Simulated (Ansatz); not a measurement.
# Heat carried by phonons in BN (F-43m), part 3 of 3

Aim: the lattice thermal conductivity of BN against temperature, and which phonons carry it. The starting cell is a computed one from a database.

What experiment has found for this phase:
- thermal conductivity 760 W/m/K near room temperature (given in “Combining the AFLOW GIBBS and Elastic Libraries to efficiently and robustly screen thermo-mechanical properties of solids”, 2017, arXiv:1611.05714)

Ansatz 0.2.0; DFT LDA, scalar-relativistic, plane waves, PAW; PAW set soft_1.

So far, κ at 300 K (relaxation time) (W/m/K): step 7 (a cheap rung) 905. Also highest frequency (cm⁻¹): step 7 1296. The relaxed cell has a = 3.580 Å (conventional setting).

**8. Third-order constants and the Boltzmann equation, third order supercell 4×4×4, atoms in the supercell 128**

The supercell must be wider than twice the pair cutoff, and the number of displaced cells grows with the pairs inside it, which is where the cost lies.

Contents of input.yaml:

```yaml
crystal:
  lattice:
    - [0.0, 1.7899255272, 1.7899255272]
    - [1.7899255272, 0.0, 1.7899255272]
    - [1.7899255272, 1.7899255272, 0.0]
  atoms:
    - { symbol: B, position: [0.0, 0.0, 0.0] }
    - { symbol: "N", position: [0.75, 0.75, 0.75] }
kpoints:
  mp_grid: { grid: [12, 12, 12] }
hamiltonian:
  xc: lda
  pseudopotentials: { kind: paw, azcp: { folder: soft_1 }, xc_functional: pbe }
scf:
  occupations: { method: fixed }
  lower_state_search: "off"
output:
  eigenvalues: true
phonons:
  method: fd
  dielectric: true
  supercell: [4, 4, 4]
  temperatures: { t_max: 1000, t_step: 50 }
  qpath:
    path:
      - [[0.0, 0.0, 0.0], [0.5, 0.0, 0.5], [0.5, 0.25, 0.75], [0.375, 0.375, 0.75], [0.0, 0.0, 0.0], [0.5, 0.5, 0.5], [0.625, 0.25, 0.625], [0.5, 0.25, 0.75], [0.5, 0.5, 0.5], [0.375, 0.375, 0.75]]
      - [[0.625, 0.25, 0.625], [0.5, 0.0, 0.5]]
    npoints: 10
  third_order: { supercell: [4, 4, 4], pair_cutoff: 3.118 }
  lattice_thermal_conductivity:
    qmesh: [29, 29, 29]
    temperatures: [100.0, 150.0, 200.0, 300.0, 400.0, 500.0, 600.0, 800.0]
    isotope_mass_variance:
      - { species: B, variance: 0.001354 }
      - { species: "N", variance: 1.838e-05 }
    solution: relaxation_time
```

Started as:

```sh
> ansatz run input.yaml --threads 18 --pin off --max-ram 92160MiB --backend cuda --events-out ev --progress --plain --runs-dir out --max-vram 78GiB
```

Numbers of over 12 decimals in the logs are rounded to 6 here.

What it wrote:

```text
[...]
Crystal: 128 atoms, lattice volume = 734.032 Å³
Basis set: ecut = 420 eV, 14331 PW (Γ)
Bands: 384, of which v1, the nominal top of the filled ones, is band 256 counted from 1 (255 counted from 0)
Symmetry: 1536 space group operations
k-points: 4 of 27 (time reversal used)
[...]
SCF iter   1: F=—  HF=-33694.154438 eV  |F-HF|=—  |Δ(HF+E_count)|=         —  Δρ=1.40e-7  dr2=4.96e-11  ethr=1.00e-12  ⟨swp⟩=3.0  Hψ=3548  notcnv=0
[...]
SCF iter   2: F=-33694.154438 eV  HF=-33694.154438 eV  |F-HF|=7.28e-12  |Δ(HF+E_count)|=  2.18e-11  Δρ=7.45e-8  dr2=1.58e-11  ethr=1.00e-12  ⟨swp⟩=3.0  Hψ=2902  notcnv=0
SCF 1 converged in 2 iterations: F = -33694.154438 eV  dr2 = 1.58e-11
[...]
Crystal: 2 atoms, lattice volume = 11.469 Å³
Basis set: ecut = 420 eV, 229 PW (Γ), exchange–correlation on 36×36×36 points (8 copies of the dense FFT grid, shifted against one another)
Bands: 8, of which v1, the nominal top of the filled ones, is band 4 counted from 1 (3 counted from 0)
Symmetry: 24 space group operations
k-points: 280 of 1728 (irreducible under 4 space group operations, time reversal used)
[...]
SCF iter   1: F=—  HF=-526.471164 eV  |F-HF|=—  |Δ(HF+E_count)|=         —  Δρ=8.99e-8  dr2=4.62e-13  ethr=2.63e-9  ⟨swp⟩=3.0  Hψ=19591  notcnv=0  defer=473
[...]
SCF 2 converged in 2 iterations: F = -526.471164 eV  dr2 = 2.36e-13
[...]
SCF 3 converged in 7 iterations: F = -33694.154332 eV  dr2 = 1.18e-12
[...]
ASR residual: 2.229e-4 → 0.000e0 eV/Å²; symmetrization residual: 3.476e-5 eV/Å²
  largest component of a force at the reference: 2.1e-17 eV/Å
  ASR residual per site (eV/Å²): 2.23e-4 1.71e-4
  Γ frequencies (cm⁻¹): 0.00 0.00 0.00 1066.73 1066.73 1066.73
[...]
ε∞ (high-frequency dielectric tensor):
        4.566099     0.000000     0.000000
       -0.000000     4.566099     0.000000
        0.000000     0.000000     4.566099
[...]
Born effective charges Z* (e; rows j = field, columns β = displacement):
    site 0:
         1.87732   -0.00000    0.00000
         0.00000    1.87732    0.00000
        -0.00000   -0.00000    1.87732
    site 1:
        -1.87732    0.00000   -0.00000
        -0.00000   -1.87732   -0.00000
         0.00000    0.00000   -1.87732
  Z* charge neutrality: 1.276e-6 e pre-enforcement
[...]
optical modes at Γ without the LO–TO term, one row a degenerate level:
      ω (cm⁻¹)  modes    IR ((D/Å)²/amu)
       1066.73      3            39.9796
  optical modes at Γ + LO–TO along q̂ = [1.0000, 0.0000, 0.0000]:
      ω (cm⁻¹)  modes    IR ((D/Å)²/amu)
       1066.73      2            26.6531
       1296.40      1            13.3265
  optical modes at Γ + LO–TO along q̂ = [0.0000, 1.0000, 0.0000]:
      ω (cm⁻¹)  modes    IR ((D/Å)²/amu)
       1066.73      2            26.6531
       1296.40      1            13.3265
  optical modes at Γ + LO–TO along q̂ = [0.0000, 0.0000, 1.0000]:
      ω (cm⁻¹)  modes    IR ((D/Å)²/amu)
       1066.73      2            26.6531
       1296.40      1            13.3265
[...]
842 force-constant blocks with the first atom in the home cell, fitted with 190 parameters over 20 symmetry orbits; no atom triplet left out
[...]
T (K)   relaxation time
      100.00         7441.4758
      150.00         3453.7144
      200.00         1755.1440
      300.00          848.7649
      400.00          615.0293
      500.00          505.4382
      600.00          436.4929
      800.00          348.4484
```

The job ended after 2.6 min (1 × NVIDIA GB200 with 18 threads of Arm Neoverse V2, shared host; peak memory 2.5 GiB).

This step gave:

| Property | Result |
| --- | --- |
| zero-point energy | 0.3213 eV/cell |
| κ at 300 K (relaxation time) | 848.8 W/m/K |
| mean free path at half of κ | 349 nm |
| share of κ above the three lowest branches | 0.002 |
| periodic aliases dropped | 0 |
| largest relative sum-rule correction | 0.2527 |

LO-TO term included. Phonon branches along the path, in cm⁻¹:

```csv
point,branch 1,branch 2,branch 3,branch 4,branch 5,branch 6
Γ,0,0,0,1067,1067,1296
halfway,478,478,657,1016,1016,1272
X,705,705,930,930,1025,1166
halfway,741,754,916,936,1024,1109
W,793,816,887,990,994,1024
halfway,717,852,892,957,996,1069
K,667,873,893,943,987,1098
halfway,424,543,676,1016,1046,1225
Γ,0,0,0,1067,1067,1296
halfway,355,355,638,1036,1036,1260
L,488,488,986,1009,1009,1148
halfway,568,666,966,982,1019,1102
U,667,873,893,943,987,1098
halfway,717,852,892,957,996,1069
W,793,816,887,990,994,1024
halfway,602,698,957,973,1024,1088
L,488,488,986,1009,1009,1148
halfway,568,666,966,982,1019,1102
K,667,873,893,943,987,1098
jump to U,667,873,893,943,987,1098
halfway,696,758,922,933,1022,1138
X,705,705,930,930,1025,1166
```

The phonon branches as a text plot (rows in cm⁻¹):

```
   1269 |******               *********
   1215 |      *             *         **
   1161 |       ***        **            **             **     **
   1107 |          **   ***                *****     ***  *****
   1053 |****          *   ************         ** **
    999 |    ** **************         **************************
    945 |      ******  ****              *  ****** ***    *******
    891 |           *******             *      *****         **
    837 |      *     ***  **           *      * ****         **
    783 |     *     ***                      *    * *       *  *
    729 |        ****  *   **                    * *            *
    675 |    *  *       **   *              *  **   **     * ***
    621 |      *          * *         *      **      *    * *
    567 |   * *            * **            **         *   **
    513 |                   *        *    **          ****
    459 |    *                **       ***
    405 |  **                *      *
    351 |                     **      *
    297 | **                    *    *
    243 |                      **   *
    189 | *                     **
    135 |*                       * *
     81 |*                       * *
     27 |                         *
         Γ       X    W  K        Γ      L     U  W     L   K|U X
```

Table of lattice thermal conductivity, RTA xx by temperature:

```csv
temperature (K),"lattice thermal conductivity, RTA xx (W/m/K)"
100,7441
150,3454
200,1755
300,849
400,615
500,505
600,436
800,348
```

Phonopy on the run's constants, 21x21x21 mesh, Gaussian sigma 9.7 cm⁻¹. The modes by wavenumber; read off at these points; values in 1/cm⁻¹/cell:

```csv
wavenumber (cm⁻¹),B,N
0.0,8.2e-6,1.0e-5
50.0,4.7e-7,4.7e-7
100.0,3.0e-5,4.0e-5
150.0,1.3e-4,1.7e-4
200.0,1.5e-4,1.9e-4
250.0,2.3e-4,3.0e-4
300.0,3.9e-4,5.0e-4
350.0,6.5e-4,8.4e-4
400.0,7.8e-4,0.00101
450.0,0.00106,0.00136
500.0,0.00227,0.00293
550.0,0.00229,0.00293
600.0,0.00243,0.00307
650.0,0.00267,0.00333
700.0,0.00291,0.00354
750.0,0.00206,0.00261
800.0,0.00180,0.00259
850.0,0.00161,0.00244
900.0,0.00245,0.00589
950.0,0.00625,0.00609
1000.0,0.0113,0.00925
1020.6,0.0149,0.0117
1050.0,0.00573,0.00443
1100.0,0.00389,0.00218
1150.0,0.00348,0.00152
1200.0,0.00254,0.00147
1250.0,0.00206,0.00137
1300.0,3.8e-4,2.8e-4
```

Distinct triplets, nearest first. Third order norms, by row:

```csv
sites,side 1 (Å),side 2 (Å),side 3 (Å),norm of the 27 components (eV/Å³)
B-B-B,0,0,0,206.5
N-N-N,0,0,0,226.4
B-N-N,0,1.55,1.55,99.99
B-N-B,0,1.55,1.55,100.8
B-N-N,1.55,1.55,2.53,2.82
B-N-B,1.55,1.55,2.53,2.86
B-B-B,0,2.53,2.53,5.457
B-B-B,2.53,2.53,2.53,0.312
B-B-B,2.53,2.53,2.53,1.012
N-N-N,0,2.53,2.53,9.261
N-N-N,2.53,2.53,2.53,0.581
N-N-N,2.53,2.53,2.53,0.591
B-N-N,1.55,2.53,2.97,0.749
B-N-B,1.55,2.53,2.97,0.594
B-N-N,0,2.97,2.97,1.089
B-N-N,2.53,2.97,2.97,0.159
B-N-N,2.53,2.97,2.97,0.14
B-N-B,2.53,2.97,2.97,0.065
B-N-B,2.53,2.97,2.97,0.107
B-N-B,0,2.97,2.97,1.047
```

Born charge (rows field, columns displacement) (e), principal values of the symmetric part by kind of site:

```csv
atom,atoms with these values,low,middle,high,mean
B1,1,1.88,1.88,1.88,1.88
N2,1,-1.88,-1.88,-1.88,-1.88
```

In full for N2:

```
-1.88  0.00  0.00
 0.00 -1.88  0.00
 0.00  0.00 -1.88
```

RTA, 300 K. Kappa by branch, by row:

```csv
branch (by rank),mean frequency (THz),mean rms speed (km/s),median lifetime (ps),share of kappa
1,16.69,6.05,14.8,0.468
2,19,7.97,11.1,0.306
3,24.69,6.66,7.31,0.224
4,29.55,1.57,1.37,0
5,30.56,1.66,0.949,0
6,34.9,3.55,1.75,0.001
```

Table of spectral kappa at 300 K, relaxation time (W/m/K/THz) by frequency; read off at these points:

```csv
frequency (THz),"spectral kappa at 300 K, relaxation time (W/m/K/THz)"
0.5,0
1.5,19.2
2.5,71.2
3.5,38.0
4.5,39.6
5.5,41.5
7.5,43.6
8.5,45.3
9.5,48.3
10.5,48.4
12.5,43.0
13.5,48.8
14.5,38.0
16.5,33.5
17.5,30.0
18.5,26.6
20.5,18.6
21.5,14.3
22.5,13.7
24.5,7.68
25.5,5.77
26.5,4.12
28.5,0.857
29.5,0.343
30.5,0.182
31.5,0.101
33.5,0.308
34.5,0.307
35.5,0.194
37.5,0.0514
38.5,0.00743
```

Relaxation-time solution. Share of κ carried by shorter paths against mean free path:

```csv
mean free path (nm),100 K,300 K,800 K
2.15,0,0,0.002
3.16,0,0,0.005
4.64,0,0.001,0.009
6.81,0,0.001,0.017
14.7,0,0.003,0.027
21.5,0,0.003,0.044
31.6,0,0.005,0.13
46.4,0,0.013,0.555
68.1,0,0.054,0.772
100,0,0.172,0.847
147,0,0.276,0.888
316,0.001,0.47,0.941
464,0.002,0.572,0.951
681,0.003,0.662,0.958
1000,0.005,0.72,0.972
1470,0.009,0.784,0.972
2150,0.014,0.839,0.978
3160,0.022,0.861,0.981
4640,0.036,0.906,1
10000,0.081,0.935,1
14700,0.108,0.935,1
21500,0.167,1,1
31600,0.21,1,1
46400,0.281,1,1
68100,0.349,1,1
1.0e5,0.476,1,1
2.2e5,0.604,1,1
3.2e5,0.663,1,1
4.6e5,0.841,1,1
6.8e5,1,1,1
```

300 K; a sample spread over frequency. Mode lifetimes, by row, the first 40 of 90 rows:

```csv
q1,q2,q3,branch,frequency (THz),rms speed (km/s),three-phonon rate (1/ps),isotope rate (1/ps),lifetime (ps),mean free path (nm)
0,0,0.0345,1,1.63,10.14,0.0014,1.04e-6,713,7240
0,0.069,0.1379,2,6.723,10.16,0.0264,5.78e-4,37,376
0,0.0345,0.2069,2,9.049,8.3,0.0199,0.00206,45.6,378
0.0345,0.1034,-0.1379,2,10.5,10.86,0.0368,0.00407,24.4,266
0.0345,0.1034,0.2759,2,11.71,9.82,0.0308,0.00683,26.5,261
0,0.069,0.1724,3,12.58,14.79,0.0428,0.0095,19.1,283
0.0345,0.1379,0.3103,2,13.37,9.94,0.0312,0.014,22.1,220
0.0345,0.2069,-0.2069,1,13.96,7.15,0.0109,0.018,34.5,247
0.0345,0.1034,-0.3448,1,14.53,4.27,0.0112,0.0251,27.5,117
0,0.0345,-0.4828,2,14.86,2.96,0.00977,0.0306,24.8,73.4
0,0.1379,0.4138,1,15.29,5.32,0.0257,0.0347,16.6,88.1
0.1034,0.2069,0.4483,1,15.65,6.98,0.0206,0.0366,17.5,122
0.069,0.2759,-0.2069,1,16.1,6.9,0.0162,0.0392,18.1,125
0.0345,0.1724,-0.4483,1,16.47,4.57,0.0149,0.0416,17.7,80.8
0,0.1379,-0.3103,2,16.93,9.72,0.0353,0.0467,12.2,119
0.1379,0.2759,0.4828,1,17.24,7.5,0.0238,0.0491,13.7,103
0.0345,0.2069,-0.2069,2,17.69,9.92,0.0431,0.054,10.3,102
0.1379,0.3103,0.4828,1,18.02,7.56,0.0265,0.057,12,90.4
0.0345,0.3448,0.3793,2,18.42,6.28,0.0311,0.0635,10.6,66.4
0.069,0.3103,0.4828,1,18.77,6.17,0.0248,0.0659,11,68.1
0.1034,0.2759,-0.1724,2,19.17,8.92,0.0405,0.0692,9.12,81.3
0.0345,0.3448,-0.3448,1,19.42,3.71,0.0109,0.0685,12.6,46.7
0.1034,0.2069,0.3448,3,19.83,9.79,0.0599,0.0686,7.78,76.2
0.0345,0.1034,0.3103,3,20.16,12.03,0.0569,0.0724,7.73,93.1
0.069,0.3793,-0.4483,1,20.47,4.8,0.0162,0.0869,9.7,46.5
0.1034,0.4138,-0.4828,1,20.77,4.69,0.0205,0.0975,8.48,39.7
0,0.4828,0.4828,2,21.09,0.8,0.00792,0.0965,9.58,7.63
0.1034,0.4483,-0.3448,1,21.43,5.22,0.0138,0.0828,10.3,54
0.1034,0.2759,-0.3103,2,21.83,8.85,0.0331,0.0721,9.51,84.1
0.069,0.1724,0.3793,3,22.21,10.01,0.064,0.0642,7.8,78.1
0.0345,0.2759,-0.4483,2,22.66,8.55,0.0327,0.0697,9.76,83.5
0.1034,0.3103,-0.3793,2,23.18,7.89,0.032,0.0653,10.3,81.1
0.0345,0.2414,-0.2414,3,23.62,7.08,0.084,0.0605,6.92,49
0.0345,0.3103,-0.4138,2,24.17,7.69,0.031,0.0719,9.72,74.7
0,0.2069,0.4138,3,24.59,7.34,0.0752,0.0651,7.13,52.3
0.1034,0.3103,0.4828,3,25.08,5.85,0.0754,0.0589,7.44,43.5
0,0.2414,-0.3103,3,25.64,7.81,0.0859,0.0584,6.93,54.1
0.069,0.2069,0.4828,3,26.17,7.74,0.0793,0.0516,7.64,59.1
0,0.3103,0.4828,3,26.64,3.98,0.0564,0.0661,8.17,32.5
0.0345,0.1379,-0.3448,3,26.88,8.28,0.0876,0.098,5.39,44.6
```

Without the LO-TO term. Gamma linewidths, by row:

```csv
branch,frequency (cm⁻¹),three-phonon rate (1/ps),isotope rate (1/ps),FWHM (cm⁻¹)
4,1067,0.195,0.0945,1.54
5,1067,0.195,0.0945,1.54
6,1067,0.195,0.0945,1.54
```

W/m/K, third of the trace; RTA populations with a boundary rate v/L added to each mode (Matthiessen's rule). Kappa by grain size, by row:

```csv
T (K),bulk,10 nm,30 nm,100 nm,300 nm,1000 nm,10000 nm,100000 nm
100,7441,3.453,10.08,31.33,83.63,228.6,1171,3597
300,848.7,38.34,96.63,220.9,377.9,549.8,760.4,834
600,436.3,60.48,133.2,243.2,329.8,386.5,426.9,435.2
```

W/m/K, third of the trace; RTA populations with the isotope rates scaled. Kappa by mass disorder, by row:

```csv
T (K),no isotopes,as typed,variance x 3,variance x 10,variance x 30
100,20170,7441,4392,2188,1026
300,1461,848.7,609.3,395.9,248.2
600,643.8,436.3,310.1,192.9,119.9
```

At 300 K the relaxation-time value is 849 W/(m K).

**9. Levels and costs side by side**

Ladder, by row:

```csv
cells or q mesh,k mesh,pair cutoff,atoms in the supercell,q-mesh of the transport sums,κ at 300 K (relaxation time) (W/m/K),κ at 300 K (full solution) (W/m/K),core-minutes
3x3x3,12x12x12,3.118,54,17×17×17,905,995.6,40.9
4x4x4,12x12x12,3.118,128,29×29×29,848.8,-,27.7
```

**10. Outcome**

```yaml
highest_frequency: 1296 cm⁻¹
debye_temperature_from_the_second_moment: 1665 K
kappa_at_300_k_relaxation_time: 848.8 W/m/K
mean_free_path_at_half_of_kappa: 349 nm
share_of_kappa_above_the_three_lowest_branches: 0.002
```

In words: The lattice of BN conducts 849 W/(m K) at 300 K by LDA (mean over directions, relaxation-time solution). Above 300 K the relaxation-time κ falls as T^-0.90, near the 1/T law of three-phonon scattering. Grains of 100 nm would keep 26 % of the bulk value at 300 K, and grains of 1 µm 65 %. Removing the natural isotope disorder raises κ at 300 K by 72 %. The first rung (54 atoms, cutoff 3.12 Å) gave 905 W/(m K) by relaxation time for 1.5 times the cost of the last; the two share the cutoff and differ in supercell or meshes, so the cutoff itself is not tested. A measured thermal conductivity near room temperature is 760 W/m/K (arXiv:1611.05714); the calculated 849 W/m/K differs by +12 %. Four-phonon, defect and boundary scattering, which are left out, would lower the calculated value; thermal expansion is left out too. The last run computed the relaxation-time solution alone; it counts normal processes as resistive, so the full solution usually lies higher: on an earlier rung it gave 996 against 905 W/(m K). The sum rules changed one orbit of cubic constants by up to 25 %; by the manual a large change points to a short cutoff or, on a small and distant orbit, to noisy forces. The conductivities include the coherence part between close branches; the shares for grains, isotopes, branches and paths are of the relaxation-time populations alone. Cubic couplings among atoms farther apart than the pair cutoff are dropped, and neither the cutoff nor the q-mesh was shown to be converged here. The interpolation has no quadrupole term, so branches near the zone centre are less sure, since this crystal has sites that are not centres of inversion. The PAW files were made for PBE and are used here under another functional, for which the program regenerates the frozen cores.

[Logs are printed without paths, hosts, clocks, repeated set-up lines and the standing remarks that a program may print on its own settings, such as how far it seeks lower states.]

[Hosts, paths, dates, database ids (printed as entryN), source tags and the programs' standing remarks are cut or masked in the printed files.]

[A step with changed settings may run another functional than the one named; its input shows which.]
